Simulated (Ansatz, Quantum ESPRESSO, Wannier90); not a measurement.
# Ballistic channels from Wannier functions: straight Au chain, spacing 2.42 Å, part 4 of 5

Aim: a Wannier model and the conductance steps that follow from it, for this wire: straight Au chain, spacing 2.42 Å.

Quantum ESPRESSO 7.5 and Wannier90 3.1.0; plane-wave DFT, PBE, GBRV ultrasoft pseudopotentials; cross-check by Ansatz 0.2.0 with PAW datasets.

So far. Step 2 (Self-consistent run): The run needed 8 iterations to bring the estimated error under 1e-07 Ry. Step 6 (Wannier functions and transport): Bands and channels are those of the Wannier model: bands that were not projected, and all outside the frozen window, are missing or only approximate.

### Step 9. Wannier functions and transport, with dis_num_iter = 10

Level of this step: maximally localised Wannier functions and ballistic conductance; plane-wave DFT, PBE, GBRV ultrasoft pseudopotentials (Wannier90).

A sensitivity test on the input.

wan_w.win reads:

```
num_wann = 6
num_bands = 17
num_iter = 200
num_print_cycles = 20
conv_tol = 1e-8
conv_window = 5
guiding_centres = true
dis_num_iter = 10
dis_conv_tol = 1e-8
dis_win_min = -15.1039
dis_win_max = 4.8961
dis_froz_max = -2.6039
search_shells = 120
fermi_energy = -4.1039

transport = true
transport_mode = bulk
one_dim_axis = z
dist_cutoff = 16.83
dist_cutoff_mode = one_dim
tran_win_min = -4.0
tran_win_max = 2.0
tran_energy_step = 0.02

bands_plot = true
bands_num_points = 96
begin kpoint_path
G 0.0 0.0 0.0 Z 0.0 0.0 0.5
end kpoint_path

begin projections
Au:s;d
end projections

begin unit_cell_cart
ang
  8.0000000000 0.0000000000 0.0000000000
  0.0000000000 8.0000000000 0.0000000000
  0.0000000000 0.0000000000 2.4180000000
end unit_cell_cart

begin atoms_frac
  Au 0.0000000000 0.0000000000 0.0000000000
end atoms_frac

mp_grid = 1 1 14
begin kpoints
  0.0 0.0 0.0000000000
  0.0 0.0 0.0714285714
  0.0 0.0 0.1428571429
  0.0 0.0 0.2142857143
  0.0 0.0 0.2857142857
  0.0 0.0 0.3571428571
  0.0 0.0 0.4285714286
  0.0 0.0 0.5000000000
  0.0 0.0 0.5714285714
  0.0 0.0 0.6428571429
  0.0 0.0 0.7142857143
  0.0 0.0 0.7857142857
  0.0 0.0 0.8571428571
  0.0 0.0 0.9285714286
end kpoints
```

Launch:

```
> OMP_NUM_THREADS=1 wannier90.x wan_w > wan_w.run.log
```

Log:

```text
[banner, memory and clock lines left out]
+---------------------------------------------------+
             |                                                   |
             |                   WANNIER90                       |
             |                                                   |
             +---------------------------------------------------+
             |                                                   |
             |        Welcome to the Maximally-Localized         |
             |        Generalized Wannier Functions code         |
             |                             |
             |                                                   |
             |                                                   |
             |  Wannier90 Developer Group:                       |
             |    Giovanni Pizzi    (EPFL)                       |
             |    Valerio Vitale    (Cambridge)                  |
             |    David Vanderbilt  (Rutgers University)         |
             |    Nicola Marzari    (EPFL)                       |
             |    Ivo Souza         (Universidad del Pais Vasco) |
             |    Arash A. Mostofi  (Imperial College London)    |
             |    Jonathan R. Yates (University of Oxford)       |
             |                                                   |
             |  For the full list of Wannier90 3.x authors,      |
             |  please check the code documentation and the      |
             |  README on the GitHub page of the code            |
             |                                                   |
             |                                                   |
             |                                                   |
             |  [ref] "Wannier90 as a community code:            |
             |        new features and applications",            |
             |        165902 (2020).                             |
             |            |
             |                                                   |
             |  in any publications arising from the use of      |
             |                                                   |
             |  [ref] "Maximally Localized Generalised Wannier   |
             |         Functions for Composite Energy Bands"     |
             |         N. Marzari and D. Vanderbilt              |
             |         Phys. Rev. B 56 12847 (1997)              |
             |                                                   |
             |  [ref] "Maximally Localized Wannier Functions     |
             |         for Entangled Energy Bands"               |
             |         I. Souza, N. Marzari and D. Vanderbilt    |
             |         Phys. Rev. B 65 035109 (2001)             |
             |                                                   |
             |                                                   |
             | Copyright (c) 1996-2020                           |
             |        The Wannier90 Developer Group and          |
             |        individual contributors                    |
             |                                                   |
             |      Release: 3.1.0        5th March    2020      |
             |                                                   |
             | This program is free software; you can            |
             | redistribute it and/or modify it under the terms  |
             | of the GNU General Public License as published by |
             | the Free Software Foundation; either version 2 of |
             | the License, or (at your option) any later version|
             |                                                   |
             | This program is distributed in the hope that it   |
             | will be useful, but WITHOUT ANY WARRANTY; without |
             | even the implied warranty of MERCHANTABILITY or   |
             | FITNESS FOR A PARTICULAR PURPOSE. See the GNU     |
             | General Public License for more details.          |
             |                                                   |
             | You should have received a copy of the GNU General|
             | Public License along with this program; if not,   |
             | write to the Free Software Foundation, Inc.,      |
             | 675 Mass Ave, Cambridge, MA 02139, USA.           |
             |                                                   |
             +---------------------------------------------------+
[date or host left out]
             +---------------------------------------------------+

 ******************************************************************************
 * -> Using CODATA 2006 constant values                                       *
 *    (                      *
 * -> Using Bohr value from CODATA                                            *
 ******************************************************************************

 Running in serial (with parallel executable)

                                    ------
                                    SYSTEM
                                    ------

                              Lattice Vectors (Ang)
                    a_1     8.000000   0.000000   0.000000
                    a_2     0.000000   8.000000   0.000000
                    a_3     0.000000   0.000000   2.418000

                   Unit Cell Volume:     154.75200  (Ang^3)

                        Reciprocal-Space Vectors (Ang^-1)
                    b_1     0.785398   0.000000   0.000000
                    b_2     0.000000   0.785398   0.000000
                    b_3     0.000000   0.000000   2.598505

 *----------------------------------------------------------------------------*
 |   Site       Fractional Coordinate          Cartesian Coordinate (Ang)     |
 +----------------------------------------------------------------------------+
 | Au   1   0.00000   0.00000   0.00000   |    0.00000   0.00000   0.00000    |
 *----------------------------------------------------------------------------*
                                ------------
                                K-POINT GRID
                                ------------

             Grid size =  1 x  1 x 14      Total points =   14

 *---------------------------------- MAIN ------------------------------------*
 |  Number of Wannier Functions               :                 6             |
 |  Number of Objective Wannier Functions     :                 6             |
 |  Number of input Bloch states              :                17             |
 |  Output verbosity (1=low, 5=high)          :                 1             |
[...]
9       6.27755362       6.27308739       7.120E-04      0.00    <-- DIS
      10       6.27532050       6.27308739       3.560E-04      0.00    <-- DIS

     <<< Warning: Maximum number of disentanglement iterations reached >>>
          <<< Disentanglement convergence criteria not satisfied >>>

        Final Omega_I     6.27308739 (Ang^2)

 +----------------------------------------------------------------------------+

 Time to disentangle bands      0.002 (sec)

 Writing checkpoint file wan_w.chk... done

 *------------------------------- WANNIERISE ---------------------------------*
 +--------------------------------------------------------------------+<-- CONV
 | Iter  Delta Spread     RMS Gradient      Spread (Ang^2)      Time  |<-- CONV
 +--------------------------------------------------------------------+<-- CONV

 Initial State
  WF centre and spread    1  (  0.000000,  0.000000, -1.137897 )    10.93681715
  WF centre and spread    2  ( -0.000000, -0.000000, -0.051343 )     1.45213096
  WF centre and spread    3  (  0.000000,  0.000000,  0.000000 )     0.93110185
  WF centre and spread    4  ( -0.000000, -0.000000, -0.000000 )     0.93110185
  WF centre and spread    5  (  0.000000, -0.000000,  0.000000 )     0.76456085
  WF centre and spread    6  ( -0.000000,  0.000000, -0.000000 )     0.77514966
  Sum of centres and spreads ( -0.000000, -0.000000, -1.189240 )    15.79086232

      0     0.158E+02     0.0000000000       15.7908623207       0.00  <-- CONV
        O_D=      8.0805155 O_OD=      1.4372595 O_TOT=     15.7908623 <-- SPRD
 Cycle:      1
  WF centre and spread    1  ( -0.000000,  0.000000, -1.083771 )     5.83694457
  WF centre and spread    2  ( -0.000000, -0.000000, -0.103074 )     1.41271438
  WF centre and spread    3  (  0.000000,  0.000000,  0.000000 )     0.93110185
  WF centre and spread    4  ( -0.000000, -0.000000, -0.000000 )     0.93110185
  WF centre and spread    5  (  0.000000, -0.000000,  0.000000 )     0.76456085
  WF centre and spread    6  ( -0.000000,  0.000000, -0.000000 )     0.77514966
  Sum of centres and spreads ( -0.000000, -0.000000, -1.186845 )    10.65157316

      1    -0.514E+01     9.8502749558       10.6515731619       0.00  <-- CONV
        O_D=      3.1118096 O_OD=      1.2666761 O_TOT=     10.6515732 <-- SPRD
 Delta: O_D= -0.4968706E+01 O_OD= -0.1705833E+00 O_TOT= -0.5139289E+01 <-- DLTA
 Cycle:     20
  WF centre and spread    1  ( -0.000000, -0.000000, -1.208782 )     2.18972144
  WF centre and spread    2  ( -0.000000, -0.000000, -0.000177 )     1.02376601
  WF centre and spread    3  (  0.000000,  0.000000,  0.000000 )     0.93110185
  WF centre and spread    4  ( -0.000000, -0.000000, -0.000000 )     0.93110185
[...]
Sum of centres and spreads ( -0.000000, -0.000000, -1.208959 )     6.61540166

     20    -0.119E-03     0.0217586719        6.6154016636       0.01  <-- CONV
        O_D=      0.0000123 O_OD=      0.3423019 O_TOT=      6.6154017 <-- SPRD
 Delta: O_D= -0.1954519E-04 O_OD= -0.9966157E-04 O_TOT= -0.1192068E-03 <-- DLTA
 Cycle:     40
[...]
WF centre and spread    5  (  0.000000, -0.000000,  0.000000 )     0.76456085
  WF centre and spread    6  ( -0.000000,  0.000000, -0.000000 )     0.77514966
  Sum of centres and spreads ( -0.000000, -0.000000, -1.209000 )     6.61498601

     40    -0.183E-06     0.0014354369        6.6149860082       0.03  <-- CONV
        O_D=      0.0000000 O_OD=      0.3418986 O_TOT=      6.6149860 <-- SPRD
 Delta: O_D= -0.9405006E-07 O_OD= -0.8919873E-07 O_TOT= -0.1832488E-06 <-- DLTA

             <<<     Delta < 1.000E-08  over  5 iterations     >>>
             <<< Wannierisation convergence criteria satisfied >>>

 Final State
  WF centre and spread    1  ( -0.000000, -0.000000, -1.209000 )     2.18313761
  WF centre and spread    2  ( -0.000000, -0.000000, -0.000000 )     1.02993369
  WF centre and spread    3  (  0.000000,  0.000000,  0.000000 )     0.93110185
  WF centre and spread    4  ( -0.000000, -0.000000, -0.000000 )     0.93110185
  WF centre and spread    5  (  0.000000, -0.000000,  0.000000 )     0.76456085
  WF centre and spread    6  ( -0.000000,  0.000000, -0.000000 )     0.77514966
  Sum of centres and spreads ( -0.000000, -0.000000, -1.209000 )     6.61498552

         Spreads (Ang^2)       Omega I      =     6.273087388
        ================       Omega D      =     0.000000000
                               Omega OD     =     0.341898133
    Final Spread (Ang^2)       Omega Total  =     6.614985521
 Time for wannierise            0.032 (sec)

 Writing checkpoint file wan_w.chk... done

 *---------------------------------------------------------------------------*
 |                               PLOTTING                                    |
 *---------------------------------------------------------------------------*

 Translated centres
    translation centre in fractional coordinate:  0.000000  0.000000  0.000000
  WF centre     1  ( -0.000000, -0.000000, -1.209000 )
  WF centre     2  ( -0.000000, -0.000000, -0.000000 )
  WF centre     3  (  0.000000,  0.000000,  0.000000 )
  WF centre     4  ( -0.000000, -0.000000, -0.000000 )
  WF centre     5  (  0.000000, -0.000000,  0.000000 )
  WF centre     6  ( -0.000000,  0.000000, -0.000000 )

 Calculating interpolated band-structure

 Time to calculate interpolated band structure       0.006 (sec)

 Time for plotting              0.009 (sec)

 *---------------------------------------------------------------------------*
 |                              TRANSPORT                                    |
 *---------------------------------------------------------------------------*

 Calculation of Quantum Conductance and DoS: bulk mode

 Maximum imaginary part of the real-space Hamiltonian:     0.020457

     Maximum real part of the real-space Hamiltonian at each lattice point
            Lattice point R           Max |H_ij(R)|
                  -8                     0.000000
                  -7                     0.000604
                  -6                     0.030385
                  -5                     0.044006
                  -4                     0.076731
                  -3                     0.159919
                  -2                     0.431872
                  -1                     2.255549
                   0                     6.223547
                   1                     2.255549
                   2                     0.431872
                   3                     0.159919
                   4                     0.076731
                   5                     0.044006
                   6                     0.030385
                   7                     0.000604
                   8                     0.000000

 Number of unit cells inside the principal layer:     7
 Number of Wannier Functions inside the principal layer:    42

 Calculating quantum conductance and density of states... done

 Time for transport             1.111 (sec)
 Total Execution Time           1.197 (sec)

 *===========================================================================*
 |                             TIMING INFORMATION                            |
 *===========================================================================*
 |    Tag                                                Ncalls      Time (s)|
 |---------------------------------------------------------------------------|
 |kmesh: get                                        :         1         0.015|
 |overlap: allocate                                 :         1         0.000|
 |overlap: read                                     :         1         0.021|
 |dis: main                                         :         1         0.002|
 |wann: main                                        :         1         0.032|
 |plot: main                                        :         1         0.009|
 |tran: main                                        :         1         1.111|
 *---------------------------------------------------------------------------*

 All done: wannier90 exiting
[key lines of the parts left out:]
|  Fermi energy (eV)                         :            -4.104             |
```

Run time: 2.1 s. Hardware: 1 MPI rank of AMD EPYC 7R43, shared host; peak memory 0.08 GiB.

The changed values were drawn from a wide range, not chosen for quality; the comparison shows what they did here together.

The total spread is 6.61 against 6.61 Å². Between −2 and 1.5 eV the channel count differs from the first run's at 0 % of the energies, and at the Fermi level it is 3 against 3.

### Step 10. Neighbour list from wannier90 -pp, with dis_froz_max − E_F = 9.0

One more run, with a changed input.

wan_bad.win reads:

```
num_wann = 6
num_bands = 17
num_iter = 200
num_print_cycles = 20
conv_tol = 1e-8
conv_window = 5
guiding_centres = true
dis_num_iter = 1500
dis_conv_tol = 1e-8
dis_win_min = -15.1039
dis_win_max = 4.8961
dis_froz_max = 4.8961
search_shells = 120
fermi_energy = -4.1039

transport = true
transport_mode = bulk
one_dim_axis = z
dist_cutoff = 16.83
dist_cutoff_mode = one_dim
tran_win_min = -4.0
tran_win_max = 2.0
tran_energy_step = 0.02

bands_plot = true
bands_num_points = 96
begin kpoint_path
G 0.0 0.0 0.0 Z 0.0 0.0 0.5
end kpoint_path

begin projections
Au:s;d
end projections

begin unit_cell_cart
ang
  8.0000000000 0.0000000000 0.0000000000
  0.0000000000 8.0000000000 0.0000000000
  0.0000000000 0.0000000000 2.4180000000
end unit_cell_cart

begin atoms_frac
  Au 0.0000000000 0.0000000000 0.0000000000
end atoms_frac

mp_grid = 1 1 14
begin kpoints
  0.0 0.0 0.0000000000
  0.0 0.0 0.0714285714
  0.0 0.0 0.1428571429
  0.0 0.0 0.2142857143
  0.0 0.0 0.2857142857
  0.0 0.0 0.3571428571
  0.0 0.0 0.4285714286
  0.0 0.0 0.5000000000
  0.0 0.0 0.5714285714
  0.0 0.0 0.6428571429
  0.0 0.0 0.7142857143
  0.0 0.0 0.7857142857
  0.0 0.0 0.8571428571
  0.0 0.0 0.9285714286
end kpoints
```

Launch:

```
> OMP_NUM_THREADS=1 wannier90.x -pp wan_bad > wan_bad.pp.log
```

Wall time 0.84 s (1 MPI rank); peak memory 0.08 GiB.

### Step 11. Overlaps and projections

The follow-up step for that run.

wan_bad.p2w.in reads:

```
&inputpp
  prefix = 'nscf'
  outdir = './out'
  seedname = 'wan_bad'
  write_mmn = .true.
  write_amn = .true.
  write_unk = .false.
/
```

Launch:

```
> OMP_NUM_THREADS=1 mpirun -n 2 pw2wannier90.x -in wan_bad.p2w.in > wan_bad.p2w.out
```

Wall time 4.7 s (2 MPI ranks); peak memory 0.17 GiB; 8.6 s of CPU time.

(Part 4 of 5 ends here.)

[Logs are printed without paths, hosts, clocks, repeated set-up lines and the standing remarks that a program may print on its own settings, such as how far it seeks lower states.]

[Hosts, paths, dates, database ids (printed as entryN), source tags and the programs' standing remarks are cut or masked in the printed files.]

[Maps of the electrostatic potential energy from Ansatz leave out the sawtooth potential of an applied field or a dipole correction, so their vacuum need not be flat; planar profiles and work functions include it.]
